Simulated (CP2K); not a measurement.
2-nitrosooxazole has these distinct C atoms: C3 (bonded to 2 N and O), C5 (bonded to C, N and H) and C6 (bonded to C, O and H).

```xyz
9

O     2.9057    0.4423   -0.5031
N     2.1944   -0.5570   -0.3353
C     0.8252   -0.3018   -0.1197
N    -0.0694   -1.2584    0.0379
C    -1.2576   -0.5934    0.2121
C    -1.0334    0.7636    0.1552
O     0.2933    0.9791   -0.0558
H    -2.1953   -1.1166    0.3672
H    -1.6629    1.6422    0.2416
```

Their partial C K spectra (CP2K XAS_TDP, all-electron GAPW, PBEh(45%), aug-cc-pVDZ, TDA, GW2X-corrected core level, no relativity) are given in random order, each times the number of alike atoms.

Gaussian full width 0.5 eV, oscillator strength per eV, alike atoms added, rows of zeros left out:

| E (eV) | curve 1 | curve 2 | curve 3 |
| --- | --- | --- | --- |
| 287.25 | 0.000 | 0.009 | 0.000 |
| 287.50 | 0.000 | 0.057 | 0.001 |
| 287.75 | 0.000 | 0.086 | 0.014 |
| 288.00 | 0.010 | 0.032 | 0.038 |
| 288.25 | 0.064 | 0.003 | 0.026 |
| 288.50 | 0.102 | 0.000 | 0.004 |
| 288.75 | 0.041 | 0.000 | 0.000 |
| 289.00 | 0.004 | 0.000 | 0.000 |
| 290.00 | 0.000 | 0.000 | 0.002 |
| 290.25 | 0.000 | 0.000 | 0.022 |
| 290.50 | 0.000 | 0.005 | 0.074 |
| 290.75 | 0.000 | 0.019 | 0.064 |
| 291.00 | 0.004 | 0.018 | 0.014 |
| 291.25 | 0.018 | 0.004 | 0.001 |
| 291.50 | 0.018 | 0.001 | 0.000 |
| 291.75 | 0.005 | 0.011 | 0.000 |
| 292.00 | 0.003 | 0.038 | 0.000 |
| 292.25 | 0.008 | 0.046 | 0.001 |
| 292.50 | 0.009 | 0.036 | 0.013 |
| 292.75 | 0.012 | 0.016 | 0.037 |
| 293.00 | 0.017 | 0.004 | 0.028 |
| 293.25 | 0.009 | 0.007 | 0.007 |
| 293.50 | 0.007 | 0.012 | 0.002 |
| 293.75 | 0.013 | 0.018 | 0.006 |
| 294.00 | 0.020 | 0.019 | 0.008 |
| 294.25 | 0.032 | 0.007 | 0.014 |
| 294.50 | 0.038 | 0.006 | 0.050 |
| 294.75 | 0.028 | 0.026 | 0.051 |
| 295.00 | 0.011 | 0.037 | 0.014 |
| 295.25 | 0.008 | 0.024 | 0.005 |
| 295.50 | 0.011 | 0.011 | 0.011 |
| 295.75 | 0.011 | 0.006 | 0.020 |
| 296.00 | 0.011 | 0.007 | 0.044 |
| 296.25 | 0.013 | 0.004 | 0.037 |
| 296.50 | 0.008 | 0.004 | 0.010 |
| 296.75 | 0.003 | 0.007 | 0.005 |
| 297.00 | 0.001 | 0.006 | 0.005 |
| 297.25 | 0.002 | 0.007 | 0.007 |
| 297.50 | 0.006 | 0.008 | 0.008 |
| 297.75 | 0.010 | 0.004 | 0.008 |
| 298.00 | 0.015 | 0.005 | 0.005 |
| 298.25 | 0.009 | 0.019 | 0.010 |
| 298.50 | 0.008 | 0.027 | 0.030 |

Which curve belongs to which atom?

Curve 1: C5 (bonded to C, N and H), leading line at 288.46 eV (f = 0.055 an atom), ionisation energy 293.62 eV, term value 5.16 eV. Curve 2: C6 (bonded to C, O and H), leading line at 287.70 eV (f = 0.047 an atom), ionisation energy 294.61 eV, term value 6.91 eV. Curve 3: C3 (bonded to 2 N and O), leading line at 288.05 eV (f = 0.021 an atom), ionisation energy 295.17 eV, term value 7.12 eV. The leading line of an atom is its first one with 35 % of the strongest within 2.5 eV of its lowest line over the strength cut. A line lies at the core ionisation energy, which rises as an atom loses charge to its neighbours or to a π system, less the term value, which is large for a low π* or σ* orbital with weight on that atom.

[Banner, clock and machine lines of the logs are left out without a mark of their own.]

[Logs are printed without paths, hosts, clocks, repeated set-up lines and the standing remarks that a program may print on its own settings, such as how far it seeks lower states.]

[Hosts, paths, dates, database ids (printed as entryN), source tags and the programs' standing remarks are cut or masked in the printed files.]
